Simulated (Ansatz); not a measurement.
## Formation energy and levels of the complex V_C-Sb_C in C (Fd-3m)

Aim: at which Fermi levels does V_C-Sb_C in C (Fd-3m) change its charge? The model is a cell of 128 host atoms with 1 site emptied and Sb put on another atom's site.

Calculated with Ansatz 0.2.0; place-levels on PBEsol runs: charge-transition levels and formation energies with image-charge correction and potential alignment at the atomic sites; PAW set soft_1.

**Measured values to reproduce.**

For C, diamond (bulk crystal), “Enhanced Electron Emission Performance and Air‐Surface Stability in ScO‐Terminated Diamond for Thermionic Energy Converters” (2024, pmc:11600692) quotes earlier work: band gap (experimental band gap used as input) 5.47 eV [Literature experimental gap used as input, no source or temperature given; indirect gap …].

### 1. Set-up

The cell holds 127 atoms: 126 C and 1 Sb. Cell: a = 10.052 Å, b = 10.052 Å, c = 10.052 Å, α = 60.0°, β = 60.0°, γ = 60.0°. It derives from C (space group Fd-3m). Nearest the centre at fractional (0.406, 0.531, 0.531): Sb54 at 0.77 Å, C53 at 1.94 Å, C55 at 1.94 Å, C85 at 1.94 Å, C84 at 1.94 Å, C78 at 1.94 Å, C61 at 1.94 Å, C56 at 2.63 Å.

Known beforehand: the electronic dielectric constant, 5.87, and the static one, 5.87, from a response run on this crystal (DFPT, PBEsol) at that run's own cell.

The cell's shortest repeat is 10.1 Å.

### 2. The runs of each charge state

A transition level is the Fermi level at which two charge states cost the same, so each charge needs its own total energy, at its own relaxed structure.

Random displacements of about 0.05 Å break the site symmetry at the start, so that the relaxation can reach a distorted minimum if there is one. Forces are taken at one point at (¼, ¼, ¼). The cell holds 2 electrons more than the neutral one, with a uniform background that keeps it neutral on the whole. The electron count is odd, so at least one spin is unpaired; this run locks the moment at 1 μB.

The sampling was tested on the host first: at the k-points planned (1x1x1 shifted 0.25 0.25 0.25) its energy lies 0.034 eV an atom from the dense-mesh value, so the final energies take a denser sampling.

One of the inputs; charge, spin and start change from state to state.

Contents of qm2_M1.relax/input.yaml:

```yaml
crystal:
  lattice:
    - [0.0, 1.77688093, 1.77688093]
    - [1.77688093, 0.0, 1.77688093]
    - [1.77688093, 1.77688093, 0.0]
  atoms:
    - { symbol: C, position: [0.0, 0.0, 0.0] }
    - { symbol: C, position: [0.25, 0.25, 0.25] }
  supercell: [4, 4, 4]
  defects: [{ vacancy: 84 }, { substitution: { at: 53, symbol: Sb } }]
total_charge: -2
basis:
  ecutwfc: 420
  xc_grid: 2
hamiltonian:
  xc: pbesol
  pseudopotentials: { kind: paw, azcp: { folder: soft_1 }, xc_functional: pbe }
kpoints:
  mp_grid: { grid: [1, 1, 1], shift: [0.25, 0.25, 0.25] }
magnetization:
  spin_polarized: true
  initial_magnetization: 1
  spin_locking: { lock_magnetization: hard }
scf:
  occupations: { method: fixed }
  max_iter: 80
output:
  forces: true
  charged_corrections:
    epsilon: 5.87
    static_epsilon: 5.87
    defect_position: [0.40625, 0.53125, 0.53125]
relax:
  f_tol: 0.02
  max_steps: 80
  random_displacement: { amplitude: 0.05, seed: 4444 }
checkpoint:
  write: "../qm2_M1.relax.run"
  compress: false
  write_wavefunctions: true
  write_every: 100000
```

Launch:

```bash
ansatz run input.yaml --threads 4 --pin off --max-ram 15073MiB --backend cpu --events-out ev --progress --plain --runs-dir out
```

Defect states can disperse in a cell of this size, so the energy is taken again at a 2×2×2 shifted mesh, on the relaxed structure.

The run of this state that the levels use, under PBEsol:

Contents of qm2_M1.point/input.yaml:

```yaml
crystal:
  checkpoint: "../qm2_M1.relax.run"
  host: checkpoint
total_charge: -2
basis:
  ecutwfc: 420
  xc_grid: 2
hamiltonian:
  xc: pbesol
  pseudopotentials: { kind: paw, azcp: { folder: soft_1 }, xc_functional: pbe }
kpoints:
  mp_grid: { grid: [2, 2, 2], shift: [0.5, 0.5, 0.5] }
magnetization:
  spin_polarized: true
  initial_magnetization: 1
  spin_locking: { lock_magnetization: hard }
scf:
  occupations: { method: fermi_dirac, width: 0.01 }
  max_iter: 80
output:
  forces: true
  eigenvalues: true
  charged_corrections:
    epsilon: 5.87
    static_epsilon: 5.87
    defect_position: [0.40625, 0.53125, 0.53125]
  eigenstates: { localisation: true }
  populations: true
  efg: {}
checkpoint:
  read: "../qm2_M1.relax.run"
  write: "../qm2_M1.point.run"
  compress: false
  write_wavefunctions: false
  write_every: 100000
```

Relaxations under PBEsol at one point at (¼, ¼, ¼); times on 4 threads of Arm Neoverse V2, shared host:

```csv
charge,moment (μB),occupations,outcome,steps,largest displacement against the far atoms (Å),time
−2,1,fixed,converged,11,0.77,4.5 min
−1,0,fixed,converged,7,0.77,88 s
−1,2,fixed,converged,9,0.77,4.5 min
0,1,fixed,converged,9,0.77,5 min
+1,0,fixed,not converged,-,-,55 s
+1,0,fermi-dirac,converged,9,0.77,2.5 min
+1,2,fixed,converged,8,0.77,3.7 min
```

Single points under PBEsol at a 2×2×2 shifted mesh; times on 4 threads of Arm Neoverse V2, shared host:

```csv
charge,moment (μB),occupations,outcome,time
−2,1,fermi-dirac,converged,3.6 min
−1,0,fermi-dirac,converged,1.7 min
−1,2,fermi-dirac,converged,4.3 min
0,1,fermi-dirac,converged,3.9 min
+1,0,fermi-dirac,converged,71 s
+1,2,fermi-dirac,converged,3.4 min
```

Distances (Å) from the ideal centre to the nearest atoms after relaxation with PBEsol:

```csv
charge,moment (μB),1.,2.,3.,4.,5.,6.
−2,1,Sb 0.01,C 2.06,C 2.06,C 2.07,C 2.07,C 2.07
−1,0,Sb 0.01,C 2.06,C 2.06,C 2.07,C 2.07,C 2.07
−1,2,Sb 0.01,C 2.06,C 2.07,C 2.07,C 2.07,C 2.09
0,1,Sb 0.01,C 2.06,C 2.07,C 2.07,C 2.08,C 2.08
+1,0,Sb 0.01,C 2.06,C 2.06,C 2.09,C 2.09,C 2.10
+1,2,Sb 0.01,C 2.08,C 2.08,C 2.08,C 2.08,C 2.09
```

### 3. place-levels, PBEsol

A charged cell interacts with its images and the background, and its potential has another zero than the host's. place-levels removes the first by a point-charge model, screened by the static dielectric constant since the ions have relaxed around the charge, and the second by comparing potentials at atoms far from the defect.

The host is a run of the defect-free crystal in the same cutoffs, grids and k-points, so that basis and sampling errors cancel in part in the differences. The host is run in a cell of 2 atoms on a matching mesh. Its band edges are searched through the zone by a band path, so the gap is smaller than, or equal to, that on the mesh. Chemical potentials are energies per atom of C (diamond) and Sb (A7 rhombohedral), run with the same functional and cutoff. Carbon is taken as diamond, which semilocal functionals can put about 0.1 eV an atom over graphite.

Contents of levels.point.yaml:

```yaml
host:
  run: host.point.run
states: [qm2_M1.point.run, qm1.point.run, qm1_M2.point.run, q0_M1.point.run, qp1.point.run, qp1_M2.point.run]
geometry_from:
  qm2_M1.point.run: qm2_M1.relax.run
  qm1.point.run: qm1.relax.run
  qm1_M2.point.run: qm1_M2.relax.run
  q0_M1.point.run: q0_M1.relax.run
  qp1.point.run: qp1.relax_smeared.run
  qp1_M2.point.run: qp1_M2.relax.run
  host.point.run: host.relax.run
chemical_potentials:
  C:
    energy: -246.668769
    dataset: "<sha256 of the dataset>"
  Sb:
    energy: -6408.164209
    dataset: <sha256 of the dataset>
epsilon: 5.87
static_epsilon: 5.87
vertical:
  - { from: qm2_M1.point.run, to: qm2_M1.point_neutral.run }
  - { from: qm1.point.run, to: qm1.point_neutral.run }
  - { from: qm1_M2.point.run, to: qm1_M2.point_neutral.run }
  - { from: qp1.point.run, to: qp1.point_neutral.run }
  - { from: qp1_M2.point.run, to: qp1_M2.point_neutral.run }
```

Launch:

```bash
ansatz place-levels levels.point.yaml -- --threads 4 --pin off --max-ram 15073MiB
```

Numbers of over 12 decimals in the logs are rounded to 6 here.

The program printed:

```text
[... repeated set-up lines and file paths are left out, and long positions are rounded to six places ...]
(+1/0) 0.338 eV above the valence edge, 3.681 eV under the conduction edge
(0/-1) 1.395 eV above the valence edge, 2.625 eV under the conduction edge
(-1/-2) 4.038 eV above the valence edge (+5.149 eV without the band-filling correction), in the conduction band
formation energy of charge +1: +9.996 eV with the Fermi level at the valence edge
formation energy of charge 0: +10.334 eV with the Fermi level at the valence edge
formation energy of charge -1: +11.729 eV with the Fermi level at the valence edge
formation energy of charge -2: +15.767 eV with the Fermi level at the valence edge
vertical -2 to 0: no energy, since no alignment is typed
  the change from vertical[0].from (qm2_M1.point.run) to vertical[0].to (qm2_M1.point_neutral.run): by its potential at epsilon 5.87 it stands at 0.405 0.532 0.531, with an rms radius of about 3.7 Å (2.1 2.1 2.1 Å across the planes of the cell's vectors); [...]
vertical -1 to 0: no energy, since no alignment is typed
  the change from vertical[1].from (qm1.point.run) to vertical[1].to (qm1.point_neutral.run): by its potential at epsilon 5.87 it stands at 0.406 0.531 0.532, with an rms radius of about 2.5 Å (1.5 1.4 1.4 Å across the planes of the cell's vectors); [...]
vertical -1 to 0: no energy, since no alignment is typed
  the change from vertical[2].from (qm1_M2.point.run) to vertical[2].to (qm1_M2.point_neutral.run): by its potential at epsilon 5.87 it stands at 0.405 0.545 0.518, with an rms radius of about 5.0 Å (3.0 2.8 2.8 Å across the planes of the cell's vectors); [...]
vertical +1 to 0: no energy, since no alignment is typed
  the change from vertical[3].from (qp1.point.run) to vertical[3].to (qp1.point_neutral.run): by its potential at epsilon 5.87 it stands at 0.406 0.531 0.532, with an rms radius of about 2.9 Å (1.7 1.7 1.7 Å across the planes of the cell's vectors); [...]
vertical +1 to 0: no energy, since no alignment is typed
  the change from vertical[4].from (qp1_M2.point.run) to vertical[4].to (qp1_M2.point_neutral.run): by its potential at epsilon 5.87 it stands at 0.406 0.531 0.532, with an rms radius of about 2.6 Å (1.5 1.5 1.5 Å across the planes of the cell's vectors); [...]
  edges by pbesol, gap 4.020 eV; the host is sampled to repeats of 20.10 Å
  the defect's cells are sampled to repeats of 20.10 Å, like sampling
  charge +1: -37491.9669 eV with its correction of +0.579 eV, at epsilon 5.87, aligned at sites: +0.1829 eV, mean over 42 atomic sites at or beyond 5.03 Å from the defect at [0.4063, 0.5313, 0.5313], with -0.001244 for the charge's moments and without [...]
  charge 0: +0.000 eV for its dipole among its images, +0.000 omitted
[...]
of states[2] (qm1_M2.point.run): it parts from the run at its places by a charge that spreads by about 3 Å along one vector (1.4 Å or more is wide), by its potential at epsilon 5.87, taken for that of held ions (one typed too small widens it), where the [...]
  vertical[0].from (qm2_M1.point.run): levels filled in part (TS 0.004 eV): its energy is of no whole electron's
  of vertical[0].from (qm2_M1.point.run): its moments are held at its close (magnetization.spin_locking), by a field of 0.056 eV a Bohr magneton, and its energy and levels are of the state that this holds: a run that lets them go can end lower; [...]
  vertical[0].to (qm2_M1.point_neutral.run): levels filled in part (TS 0.004 eV): its energy is of no whole electron's
  of vertical[0].to (qm2_M1.point_neutral.run): its moments are held at its close (magnetization.spin_locking), by a field of 0.062 eV a Bohr magneton, and its energy and levels are of the state that this holds: a run that lets them go can end lower
  of vertical[1].from (qm1.point.run): it parts from the run at its places by a charge that spreads by about 1.5 Å along one vector (1.4 Å or more is wide), by its potential at epsilon 5.87, taken for that of held ions (one typed too small widens it), where [...]
  vertical[1].to (qm1.point_neutral.run): levels filled in part (TS 0.004 eV): its energy is of no whole electron's
  of vertical[1].to (qm1.point_neutral.run): its moments are held at its close (magnetization.spin_locking), by a field of 0.063 eV a Bohr magneton, and its energy and levels are of the state that this holds: a run that lets them go can end lower
  vertical[2].from (qm1_M2.point.run): levels filled in part (TS 0.005 eV): its energy is of no whole electron's
  of vertical[2].from (qm1_M2.point.run): its moments are held at its close (magnetization.spin_locking), by a field of 1.728 eV a Bohr magneton, and its energy and levels are of the state that this holds: a run that lets them go can end lower; [...]
  of vertical[2].to (qm1_M2.point_neutral.run): its moments are held at its close (magnetization.spin_locking), by a field of 0.072 eV a Bohr magneton, and its energy and levels are of the state that this holds: a run that lets them go can end lower
  of vertical[3].from (qp1.point.run): it parts from the run at its places by a charge that spreads by about 1.7 Å along one vector (1.4 Å or more is wide), by its potential at epsilon 5.87, taken for that of held ions (one typed too small widens it), where [...]
  of vertical[3].to (qp1.point_neutral.run): its moments are held at its close (magnetization.spin_locking), by a field of 0.060 eV a Bohr magneton, and its energy and levels are of the state that this holds: a run that lets them go can end lower
  of vertical[4].from (qp1_M2.point.run): its moments are held at its close (magnetization.spin_locking), by a field of 0.111 eV a Bohr magneton, and its energy and levels are of the state that this holds: a run that lets them go can end lower; [...]
  vertical[4].to (qp1_M2.point_neutral.run): levels filled in part (TS 0.004 eV): its energy is of no whole electron's
  of vertical[4].to (qp1_M2.point_neutral.run): its moments are held at its close (magnetization.spin_locking), by a field of 0.075 eV a Bohr magneton, and its energy and levels are of the state that this holds: a run that lets them go can end lower
```

Run time: 0.95 s. Hardware: 4 threads of Arm Neoverse V2, shared host.

Levels between the charges placed, in eV above the valence top:

```csv
,gap (eV),(+1/0),(0/−1),(−1/−2)
PBEsol,4.02,0.34,1.39,4.04
```

Corrections by state:

```csv
charge,moment (μB),image terms and alignment (eV),band filling (eV),ε used,"over the lowest of its charge, as the program ranks them, band filling apart (eV)"
+1,0.0,0.579,-,5.87,0.000
0,1.0,0.000,-,-,0.000
−1,0.0,0.092,-,5.87,0.000
−2,1.0,0.682,-1.111,5.87,0.000
+1,2.0,0.591,-,5.87,0.055
−1,2.0,0.016,-,5.87,3.158
```

The charged structures listed were also run neutral, and place-levels reads from each pair, by the potential or the spins, how wide the charge is by which they differ; that can be the carrier of either run.

```csv
charge,rms radius (Å),spread where it is widest against the cell (Å),wide from (Å),reading
+1,2.9,1.71,1.42,wide
−1,2.5,1.49,1.42,wide
−2,3.7,2.12,1.42,wide
```

The neutral runs of these pairs need not share the spin of the lowest neutral state, and very wide values only mean spread over the cell.

From the program's caveats on the states, each cut to its opening words:

- charge +1: it parts from the run at its places by a charge that spreads by about 1.7 Å along one vector (1.4 Å or more is wide), by its potential at epsilon 5.87, taken [...]
- charge 0 (1 μB): its moments are held at its close (magnetization.spin_locking), by a field of 0.072 eV a Bohr magneton, and its energy and levels are of the state that this [...]
- charge −1, +1 (2 μB): it parts from the run at its places by a charge that spreads by about 1.5 Å along one vector (1.4 Å or more is wide), by its potential at epsilon 5.87, taken [...]
- charge −2 (1 μB): it parts from the run at its places by a charge that spreads by about 2.1 Å along one vector (1.4 Å or more is wide), by its potential at epsilon 5.87, taken [...]
- charge −2 (1 μB): a band-filling correction moves a carrier to the host's band edge, which changes its energy by -1.111 eV
- charge −2 (1 μB): its moments are held at its close (magnetization.spin_locking), by a field of 0.056 eV a Bohr magneton, and its energy and levels are of the state that this [...]
- charge +1 (2 μB): its moments are held at its close (magnetization.spin_locking), by a field of 0.111 eV a Bohr magneton, and its energy and levels are of the state that this [...]
- charge −1 (2 μB): it parts from the run at its places by a charge that spreads by about 3 Å along one vector (1.4 Å or more is wide), by its potential at epsilon 5.87, taken for [...]
- charge −1 (2 μB): its moments are held at its close (magnetization.spin_locking), by a field of 1.728 eV a Bohr magneton, and its energy and levels are of the state that this [...]

Chemical potentials of the elements' reference phases, run alike. Formation energies (elemental references), with the Fermi level at the valence top and at the conduction bottom (gap 4.02 eV):

```csv
charge,at valence top (eV),at conduction bottom (eV),correction included (eV)
+1,10.00,14.02,0.58
0,10.33,10.33,0.00
−1,11.73,7.71,0.09
−2,15.77,7.73,-0.43
```

```json
{"Fermi level (eV)": "0.00", "lowest formation energy (eV)": "10.00"}
{"Fermi level (eV)": "0.37", "lowest formation energy (eV)": "10.33"}
{"Fermi level (eV)": "0.73", "lowest formation energy (eV)": "10.33"}
{"Fermi level (eV)": "1.10", "lowest formation energy (eV)": "10.33"}
{"Fermi level (eV)": "1.46", "lowest formation energy (eV)": "10.27"}
{"Fermi level (eV)": "1.83", "lowest formation energy (eV)": "9.90"}
{"Fermi level (eV)": "2.19", "lowest formation energy (eV)": "9.53"}
{"Fermi level (eV)": "2.56", "lowest formation energy (eV)": "9.17"}
{"Fermi level (eV)": "2.92", "lowest formation energy (eV)": "8.80"}
{"Fermi level (eV)": "3.29", "lowest formation energy (eV)": "8.44"}
{"Fermi level (eV)": "3.65", "lowest formation energy (eV)": "8.07"}
{"Fermi level (eV)": "4.02", "lowest formation energy (eV)": "7.71"}
```

### 4. Outcome

| Property | Result |
| --- | --- |
| gap of the host | 4.02 eV (PBEsol) |
| level (plus 1/0) | 0.34 eV above the valence top |
| level (0/minus 1) | 1.39 eV above the valence top |
| level (minus 1/minus 2) | 4.04 eV above the valence top, past the conduction bottom (5.15 eV above the valence top without the band-filling term) |
| lowest of the charges placed, just above the valence top (0.02 eV) | +1 |
| lowest of the charges placed, just below the conduction bottom (0.02 eV) | −1 |
| lowest formation energy at mid-gap of the charges run, elemental references | 9.72 eV |

What this shows: Of the charges placed (−2, −1, 0 and +1), the lowest changes at 0.34 eV (+1/0) and 1.39 eV (0/−1) above the valence top, in a gap of 4.02 eV. (+1/0) lies nearer to a band edge than the share of the finite-size correction in it (0.58 eV), and that correction holds for a localised charge alone. Charges above +1 were not placed, so these runs say nothing of levels that involve them. States placed: +1 at 0 μB and 2 μB; 0 at 1 μB; −1 at 0 μB and 2 μB; −2 at 1 μB. Other spin states or structures, where not listed, weren't placed. The program finds carriers beyond a band edge of the host and adds a band-filling term at charge −2 (-1.11 eV); steps to such a charge show no bound level, and a defect level inside a band would be read the same way. Sb is taken at its element; compounds, which aren't counted here, bound the chemical potentials and would shift these formation energies. What this leaves open: PBEsol makes the gap too small and tends to spread out bound carriers; spin–orbit coupling, which can matter with heavy atoms, is left out; force components of up to 0.56 eV/Å remain in a run at the final settings.

Calculation against experiment:

| quantity | measured | PBEsol |
| --- | --- | --- |
| band gap (least gap of the host) (eV) | 5.47 | 4.02 (-1.45 eV) |

Measured values from pmc:11600692 (2024).

How well it matches: The band gap is off by -1.45 eV: a clear miss. Local and semilocal functionals usually give gaps below the measured ones. Zero-point and thermal motion shift the measured gap.

[Logs are printed without paths, hosts, clocks, repeated set-up lines and the standing remarks that a program may print on its own settings, such as how far it seeks lower states.]

[Hosts, paths, dates, database ids (printed as entryN), source tags and the programs' standing remarks are cut or masked in the printed files.]

[Where a table of states has a column of steps, it counts the stored structures, which are thinned; the runs took as many ionic steps or more.]

[A defect's name tells the site on which it was built; relaxed atoms can leave that site.]

[For some hosts the program warned that the k-mesh of the response run may be too coarse for force constants and the static dielectric constant; such warnings are not shown here.]
